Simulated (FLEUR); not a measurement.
# Magnetic state of 2 ML Co on Os(0001), hcp site, 3 substrate layers from several starts

Wanted: the moments of 2 ML Co on Os(0001), hcp site, 3 substrate layers and the energy of each order that was tried.

Calculated with FLEUR MaX-R8.1; PBEsol; all-electron FLAPW film, Dirac cores, scalar-relativistic bands.

## (1) The starting structure

The cell holds 5 atoms: 3 Os and 2 Co. Cell: a = 2.734 Å, b = 2.734 Å, c = 22.346 Å, α = 90.0°, β = 90.0°, γ = 120.0°. Pseudomorphic film on a typed substrate lattice, hard-sphere layer spacings, unrelaxed. Vacuum lies along c.

As a file:

```
Os Co
1.0
     2.73410    0.00000    0.00000
    -1.36705    2.36780    0.00000
     0.00000    0.00000   22.34570
Os Co
3 2
Direct
  0.00000 0.00000 0.31326
  0.66667 0.33333 0.40992
  0.00000 0.00000 0.50657
  0.66667 0.33333 0.59998
  0.00000 0.00000 0.68674
```

## (2) Run 1 (ferro ++)

The parallel start comes first: it shows whether parallel moments hold.

inpgen writes inp.xml from crystal.txt; cutoffs, mixing, functional, smearing and local orbitals are then set in the file. The k list default-1 (kpts.xml, not shown) is a Γ-centred 12×12×1 mesh; where the ranks do not divide the number of points, some are split in two of half the weight.

Input file inp.xml:

```
<?xml version="1.0" encoding="UTF-8" standalone="no"?>
<fleurInput fleurInputVersion="0.39">
   <comment>
      Co2Os3
   </comment>
   <calculationSetup>
      <cutoffs Kmax="3.66" Gmax="11.0" GmaxXC="11.0" numbands="0"/>
      <scfLoop itmax="120" minDistance="0.00002" maxIterBroyd="15" imix="Anderson" alpha="0.03" precondParam="0.0" spinf="2.0" sdNocoIR="T"/>
      <coreElectrons ctail="T" frcor="F" kcrel="0" coretail_lmax="0"/>
      <xcFunctional name="PBEs" relativisticCorrections="F"/>
      <magnetism jspins="2"/>
      <soc l_soc="F" theta="0.0" phi="0.0" spav="F"/>
      <expertModes spex="0" secvar="F"/>
      <geometryOptimization l_f="F" forcealpha="1.0" forcemix="BFGS" epsdisp="0.00001" epsforce="0.00001"/>
      <ldaU l_linMix="F" mixParam="0.05" spinf="1.0"/>
   </calculationSetup>
   <cell>
      <bzIntegration valenceElectrons="76.0" mode="hist" fermiSmearingEnergy="0.00183747">
         <kPointListSelection listName="default-1"/>
         <xi:include xmlns:xi="http://www.w3.org/2001/XInclude" href="kpts.xml"> </xi:include>
      </bzIntegration>
      <xi:include xmlns:xi="http://www.w3.org/2001/XInclude" href="sym.xml"> </xi:include>
      <filmLattice scale="1.0" dVac="21.47" dTilda="23.97">
         <bravaisMatrixFilm>
            <row-1>    5.1667001356448914     0.0000000143052268</row-1>
            <row-2>   -2.5833500802096001     4.4744935640505812</row-2>
         </bravaisMatrixFilm>
         <vacuumEnergyParameters vacuum="1" spinUp="-.25" spinDown="-.25"/>
         <vacuumEnergyParameters vacuum="2" spinUp="-.25" spinDown="-.25"/>
      </filmLattice>
   </cell>
   <atomSpecies>
      <species name="Osmium (Os)" element="Os" atomicNumber="76">
         <mtSphere radius="2.45" gridPoints="811" logIncrement="0.016"/>
         <atomicCutoffs lmax="10" lnonsphr="8"/>
         <electronConfig flipSpins="F">
            <coreConfig>(1s1/2) (2s1/2) (2p1/2) (2p3/2) (3s1/2) (3p1/2) (3p3/2) (4s1/2) (3d3/2) (3d5/2) (4p1/2) (4p3/2) (5s1/2) (4d3/2) (4d5/2) (4f5/2) (4f7/2)</coreConfig>
            <valenceConfig>(5p1/2) (5p3/2) (6s1/2) (5d3/2) (5d5/2)</valenceConfig>
            <stateOccupation state="(5d3/2)" spinUp="1.200000" spinDown="1.200000"/>
            <stateOccupation state="(5d5/2)" spinUp="1.800000" spinDown="1.800000"/>
         </electronConfig>
         <energyParameters s="6" p="6" d="5" f="5"/>
         <lo type="SCLO" l="1" n="5" eDeriv="0"/>
      </species>
      <species name="Cobalt (Co2.000" element="Co" atomicNumber="27">
         <mtSphere radius="2.24" gridPoints="741" logIncrement="0.016"/>
         <atomicCutoffs lmax="8" lnonsphr="6"/>
         <electronConfig flipSpins="F">
            <coreConfig>(1s1/2) (2s1/2) (2p1/2) (2p3/2)</coreConfig>
            <valenceConfig>(3s1/2) (3p1/2) (3p3/2) (4s1/2) (3d3/2) (3d5/2)</valenceConfig>
            <stateOccupation state="(3d3/2)" spinUp="1.5" spinDown="1.3"/>
            <stateOccupation state="(3d5/2)" spinUp="3.0" spinDown="1.2"/>
         </electronConfig>
         <energyParameters s="4" p="4" d="3" f="4"/>
         <lo type="SCLO" l="0" n="3" eDeriv="0"/>
         <lo type="SCLO" l="1" n="3" eDeriv="0"/>
      </species>
   </atomSpecies>
   <atomGroups>
      <atomGroup species="Osmium (Os)">
         <filmPos label="                   1">.0000000000 .0000000000 -7.8855605229</filmPos>
         <force calculate="T" relaxXYZ="TTT"/>
      </atomGroup>
      <atomGroup species="Osmium (Os)">
         <filmPos label="                   2">-1.000/3.000 1.000/3.000 -3.8040003756</filmPos>
         <force calculate="T" relaxXYZ="TTT"/>
      </atomGroup>
      <atomGroup species="Osmium (Os)">
         <filmPos label="                   3">.0000000000 .0000000000 .2775175444</filmPos>
         <force calculate="T" relaxXYZ="TTT"/>
      </atomGroup>
      <atomGroup species="Cobalt (Co2.000">
         <filmPos label="                   4">-1.000/3.000 1.000/3.000 4.2220924643</filmPos>
         <force calculate="T" relaxXYZ="TTT"/>
      </atomGroup>
      <atomGroup species="Cobalt (Co2.000">
         <filmPos label="                   5">.0000000000 .0000000000 7.8855605229</filmPos>
         <force calculate="T" relaxXYZ="TTT"/>
      </atomGroup>
   </atomGroups>
   <output dos="F" band="F" slice="F">
      <bandDOS minEnergy="-.5*Htr" maxEnergy="0.5*Htr" sigma="0.015" storeEVData="T"/>
      <plotting iplot="0" polar="F">
         <plot TwoD="T" vec1="  1.0  0.0  0.0" vec2="  0.0  1.0  0.0" vec3="  0.0  0.0  1.0" zero="  0.0  0.0 -0.5" file="plot"/>
      </plotting>
      <moessbauerParams electricFieldGradient="F" isomerShift="F" coreHyperfine="F" valenceHyperfine="F"/>
   </output>
</fleurInput>
```

Input file crystal.txt:

```
Co2Os3
&input film=T cartesian=F /
2.73409996739  0.00000000757  0.00000000000
-1.36704999025  2.36780002446  0.00000000000
0.00000000000  0.00000000000  1.00000000000
1.8897261246
1.0 1.0 1.0

5
76 0.00000000000  0.00000000000  -7.88556052292
76 0.66666666667  0.33333333333  -3.80400037563
76 0.00000000000  0.00000000000  0.27751754439
27 0.66666666667  0.33333333333  4.22209246434 : 2.000
27 0.00000000000  0.00000000000  7.88556052292 : 2.000

&kpt div1=12 div2=12 div3=1 gamma=T /
```

The run is started by

```console
> OMP_NUM_THREADS=1 inpgen -f crystal.txt > inpgen.log  # inp.xml is then edited as shown
> OMP_NUM_THREADS=1 mpirun -n 4 fleur_MPI > fleur.log
```

Log:

```text
Welcome to FLEUR        (www.flapw.de)
      MaX-Release 8.1          (www.max-centre.eu)

 ========== k-point set info ==========
 Selected k-point list: default-1
 k-point list type: mesh
 0 x 0 x 0
 Number of k points: 20

 ------------Calculation Setup---------------------------
 Number of MPI-tasks      :            4
 Number of PE/node        :            4
 Number of OMP-threads    :            1
 k-points in parallel     :            4
 pe's per k-point         :            1
 No of k-point loops      :            5
 Eigenvalue solver        :       lapack
 Number of basis functions:          507
 Approximate size of matrices (H+S) per k-point:         0.008 GB
 --------------------------------------------------------
 Iteration:     1   Distance:      33.18686912 me/bohr^3
 Iteration:     2   Distance:      48.99664294 me/bohr^3
 Iteration:     3   Distance:      39.64030116 me/bohr^3
 Iteration:     4   Distance:      35.86236810 me/bohr^3
 Iteration:     5   Distance:      26.69804404 me/bohr^3
 Iteration:     6   Distance:      15.51439595 me/bohr^3
 Iteration:     7   Distance:      14.12413183 me/bohr^3
 Iteration:     8   Distance:       9.30179697 me/bohr^3
 Iteration:     9   Distance:      10.46489284 me/bohr^3
 Iteration:    10   Distance:      10.40886275 me/bohr^3
[... 40 iterations left out ...]
 Iteration:    51   Distance:       0.00053477 me/bohr^3
 Iteration:    52   Distance:       0.00067486 me/bohr^3
 Iteration:    53   Distance:       0.00031264 me/bohr^3
 Iteration:    54   Distance:       0.00011659 me/bohr^3
 Iteration:    55   Distance:       0.00009316 me/bohr^3
 Iteration:    56   Distance:       0.00007801 me/bohr^3
 Iteration:    57   Distance:       0.00002337 me/bohr^3
 Iteration:    58   Distance:       0.00009321 me/bohr^3
 Iteration:    59   Distance:       0.00002619 me/bohr^3
 Iteration:    60   Distance:       0.00001613 me/bohr^3

 ********************************************************************
 Run finished successfully
 Stop message:
   all done
 ********************************************************************

--- out.xml (last complete iteration) ---
<iteration numberForCurrentRun="   60" overallNumber="   60">
         [... left out ...]
         <bandgap value="0.0012100215" units="eV"/>
         <sumValenceSingleParticleEnergies value="-87.5054186145" units="Htr"/>
         <FermiEnergy value="-0.1699044446" units="Htr"/>
         <valenceDensity>
            <mtCharges spin="1">
               <mtCharge atomType="1" total="6.0639750" s="0.2330462" p="3.1491409" d="2.6464929" f="0.0271819"/>
               <mtCharge atomType="2" total="6.1323713" s="0.2339837" p="3.2036509" d="2.6397325" f="0.0433082"/>
               <mtCharge atomType="3" total="6.1096625" s="0.2333074" p="3.1850478" d="2.6466645" f="0.0347136"/>
               <mtCharge atomType="4" total="8.6929855" s="1.1790974" p="3.1513246" d="4.3500283" f="0.0097759"/>
               <mtCharge atomType="5" total="8.7688383" s="1.1748887" p="3.0938116" d="4.4935179" f="0.0050969"/>
            </mtCharges>
            <mtCharges spin="2">
               <mtCharge atomType="1" total="6.0285181" s="0.2331811" p="3.1511078" d="2.6089616" f="0.0272134"/>
               <mtCharge atomType="2" total="6.1390884" s="0.2348652" p="3.2054619" d="2.6445671" f="0.0426002"/>
               <mtCharge atomType="3" total="6.1085520" s="0.2360949" p="3.1941629" d="2.6343353" f="0.0343845"/>
               <mtCharge atomType="4" total="7.0869355" s="1.1800473" p="3.1752670" d="2.7187827" f="0.0101745"/>
               <mtCharge atomType="5" total="6.8523603" s="1.1767445" p="3.1175798" d="2.5515506" f="0.0051387"/>
            </mtCharges>
            <spinDependentCharge spin="1" total="39.7033974" interstitial="3.8221757" mtSpheres="35.7678328" vacuum1="0.0391032" vacuum2="0.0742857"/>
            <spinDependentCharge spin="2" total="36.2966029" interstitial="3.9657502" mtSpheres="32.2154543" vacuum1="0.0407205" vacuum2="0.0746780"/>
            <totalCharge value="76.0000002563"/>
         </valenceDensity>
         [... left out ...]
         <allElectronCharges>
            <spinDependentCharge spin="1" total="142.7033973" interstitial="3.8277948" mtSpheres="138.7622025" vacuum1="0.0391032" vacuum2="0.0742969"/>
            <spinDependentCharge spin="2" total="139.2966028" interstitial="3.9713711" mtSpheres="135.2098221" vacuum1="0.0407205" vacuum2="0.0746891"/>
            <totalCharge value="282.0000001735"/>
         </allElectronCharges>
         <magneticMomentsInMTSpheres units="muBohr">
            <globalMagMoment atomType="1" vec="0.00000   0.00000   0.03546"/>
            <localMagMoment atomType="1" vec="0.00000   0.00000   0.03546"/>
            <globalMagMoment atomType="2" vec="0.00000   0.00000  -0.00672"/>
            <localMagMoment atomType="2" vec="0.00000   0.00000  -0.00672"/>
            <globalMagMoment atomType="3" vec="0.00000   0.00000   0.00111"/>
            <localMagMoment atomType="3" vec="0.00000   0.00000   0.00111"/>
            <globalMagMoment atomType="4" vec="0.00000   0.00000   1.60605"/>
            <localMagMoment atomType="4" vec="0.00000   0.00000   1.60605"/>
            <globalMagMoment atomType="5" vec="0.00000   0.00000   1.91648"/>
            <localMagMoment atomType="5" vec="0.00000   0.00000   1.91648"/>
         </magneticMomentsInMTSpheres>
         <moessbauerParams unitsHFF="kG" unitsIS="e/bohr^3" unitsEFG="Htr/bohr^2">
         </moessbauerParams>
         <totalEnergy value="   -54615.5501718401" units="Htr">
            <sumOfEigenvalues value="   -33547.8444386089">
               <coreElectrons value="-33460.3390199944"/>
               <valenceElectrons value="-87.5054186145"/>
            </sumOfEigenvalues>
            <densityCoulombPotentialIntegral value="-93732.9773332703"/>
            <densityEffectivePotentialIntegral value="-95214.3654008968"/>
            <chargeDenXCDenIntegral value="-1125.2951484496"/>
            <FockExchangeEnergyValence value="0.0000000000"/>
            <FockExchangeEnergyCore value="0.0000000000"/>
            <atomTypeDependentContributions atomType="1">
               <electronNucleiInteractionDifferentMTs value="21629.2038062044"/>
               <MadelungTerm value="-20.7449439170"/>
            </atomTypeDependentContributions>
            <atomTypeDependentContributions atomType="2">
               <electronNucleiInteractionDifferentMTs value="21632.4380050433"/>
               <MadelungTerm value="-16.9413125151"/>
            </atomTypeDependentContributions>
            <atomTypeDependentContributions atomType="3">
               <electronNucleiInteractionDifferentMTs value="21631.4927696724"/>
               <MadelungTerm value="-18.2788542304"/>
            </atomTypeDependentContributions>
            <atomTypeDependentContributions atomType="4">
               <electronNucleiInteractionDifferentMTs value="1665.7016846547"/>
               <MadelungTerm value="-4.8621845303"/>
            </atomTypeDependentContributions>
            <atomTypeDependentContributions atomType="5">
               <electronNucleiInteractionDifferentMTs value="1664.7177868037"/>
               <MadelungTerm value="-5.9059714720"/>
            </atomTypeDependentContributions>
            <tkbTimesEntropy value="0.0015782418"/>
            <freeEnergy value="-54615.5517500819"/>
            <extrapolationTo0K value="-54615.5509609610"/>
         </totalEnergy>
         <densityConvergence units="me/bohr^3">
            <chargeDensity spin="1" distance="0.0000049718"/>
            <chargeDensity spin="2" distance="0.0000145892"/>
            <overallChargeDensity distance="0.0000146639"/>
            <spinDensity distance="0.0000161276"/>
         </densityConvergence>
      </iteration>
```

Elapsed: 3.7 min, on 4 MPI ranks of Arm Neoverse V1, shared host; peak memory 0.52 GiB.

Spin moment in the muffin-tin sphere by atom:

```tsv
atom	spin moment in the muffin-tin sphere (μB)
Os1	0.04
Os2	-0.01
Os3	0.00
Co4	1.61
Co5	1.92
```

Read from the output:

| Quantity | Value |
| --- | --- |
| free energy | -1486164.8737 eV |
| program's band gap on this mesh (in a metal only a level spacing) | 0.001210 eV |
| magnetization | 3.407 μB |
| final state | ferromagnetic |

After 60 cycles the largest moment stands at 1.92 μB.

## (3) Order 2, typed as antiferro +-

Another pattern of signs weighs the neighbour shells otherwise.

inp.xml: that of step 2 with these lines changed.

```diff
@@ -57,2 +57,15 @@
       </species>
+      <species name="Cobalt (Co-2.000" element="Co" atomicNumber="27">
+         <mtSphere radius="2.24" gridPoints="741" logIncrement="0.016"/>
+         <atomicCutoffs lmax="8" lnonsphr="6"/>
+         <electronConfig flipSpins="F">
+            <coreConfig>(1s1/2) (2s1/2) (2p1/2) (2p3/2)</coreConfig>
+            <valenceConfig>(3s1/2) (3p1/2) (3p3/2) (4s1/2) (3d3/2) (3d5/2)</valenceConfig>
+            <stateOccupation state="(3d3/2)" spinUp="1.3" spinDown="1.5"/>
+            <stateOccupation state="(3d5/2)" spinUp="1.2" spinDown="3.0"/>
+         </electronConfig>
+         <energyParameters s="4" p="4" d="3" f="4"/>
+         <lo type="SCLO" l="0" n="3" eDeriv="0"/>
+         <lo type="SCLO" l="1" n="3" eDeriv="0"/>
+      </species>
    </atomSpecies>
@@ -75,3 +88,3 @@
       </atomGroup>
-      <atomGroup species="Cobalt (Co2.000">
+      <atomGroup species="Cobalt (Co-2.000">
          <filmPos label="                   5">.0000000000 .0000000000 7.8855605229</filmPos>
```

crystal.txt: that of step 2 with these lines changed.

```diff
@@ -13,3 +13,3 @@
 27 0.66666666667  0.33333333333  4.22209246434 : 2.000
-27 0.00000000000  0.00000000000  7.88556052292 : 2.000
+27 0.00000000000  0.00000000000  7.88556052292 : -2.000
```

Log:

```text
[banner, memory and clock lines left out]
Welcome to FLEUR        (www.flapw.de)
      MaX-Release 8.1          (www.max-centre.eu)

 ========== k-point set info ==========
 Selected k-point list: default-1
 k-point list type: mesh
 0 x 0 x 0
 Number of k points: 20

 [... set-up left out ...]
 Iteration:     1   Distance:      34.32483898 me/bohr^3
 Iteration:     2   Distance:      49.44675498 me/bohr^3
 Iteration:     3   Distance:      42.93179306 me/bohr^3
 Iteration:     4   Distance:      39.03714269 me/bohr^3
 Iteration:     5   Distance:      39.29579288 me/bohr^3
 Iteration:     6   Distance:      33.23262312 me/bohr^3
 Iteration:     7   Distance:      28.77077519 me/bohr^3
 Iteration:     8   Distance:      12.34736531 me/bohr^3
[... lines left out ...]
[... 100 iterations left out ...]
[... lines left out ...]
 Iteration:   115   Distance:       1.10813148 me/bohr^3
 Iteration:   116   Distance:       1.28467331 me/bohr^3
 Iteration:   117   Distance:       1.18719092 me/bohr^3
 Iteration:   118   Distance:       1.20098461 me/bohr^3
 Iteration:   119   Distance:       1.16590970 me/bohr^3
 Iteration:   120   Distance:       1.20018081 me/bohr^3

 ********************************************************************
 Run finished successfully
 Stop message:
   all done
 ********************************************************************

--- out.xml (last complete iteration) ---
<iteration numberForCurrentRun="  120" overallNumber="  120">
         [... left out ...]
         <bandgap value="0.0025710296" units="eV"/>
         <sumValenceSingleParticleEnergies value="-87.9029475759" units="Htr"/>
         <FermiEnergy value="-0.1774969637" units="Htr"/>
         [... left out ...]
         <magneticMomentsInMTSpheres units="muBohr">
            <globalMagMoment atomType="1" vec="0.00000   0.00000   0.02368"/>
            <globalMagMoment atomType="2" vec="0.00000   0.00000  -0.01482"/>
            <globalMagMoment atomType="3" vec="0.00000   0.00000   0.05433"/>
            <globalMagMoment atomType="4" vec="0.00000   0.00000   0.96700"/>
            <globalMagMoment atomType="5" vec="0.00000   0.00000  -1.88575"/>
         </magneticMomentsInMTSpheres>
         [... left out ...]
         <totalEnergy value="   -54615.5349665961" units="Htr">
            <sumOfEigenvalues value="   -33549.7455575363">
               <coreElectrons value="-33461.8426099604"/>
               <valenceElectrons value="-87.9029475759"/>
            </sumOfEigenvalues>
         [... left out ...]
            <freeEnergy value="-54615.5375254399"/>
            <extrapolationTo0K value="-54615.5362460180"/>
         </totalEnergy>
         <densityConvergence units="me/bohr^3">
            <chargeDensity spin="1" distance="0.8069497808"/>
            <chargeDensity spin="2" distance="0.5420835574"/>
            <overallChargeDensity distance="0.6705304469"/>
            <spinDensity distance="1.2001808129"/>
         </densityConvergence>
      </iteration>
```

The job ended after 7.3 min (4 MPI ranks; peak memory 0.52 GiB).

The run stopped without converging, so none of its numbers is a property of the system.

After 120 cycles the density distance stands at 1.2 me/bohr³, above the threshold of 2e-05.

(Continued in part 2 of 3.)

[Logs and program files are shortened in this print: banners, set-up blocks, solver, clock and traceback lines can be left out without a mark of their own.]

[Logs are printed without paths, hosts, clocks, repeated set-up lines and the standing remarks that a program may print on its own settings, such as how far it seeks lower states.]

[Hosts, paths, dates, database ids (printed as entryN), source tags and the programs' standing remarks are cut or masked in the printed files.]

[Where a cell is said to come from a database of computed structures, the database is the Materials Project.]
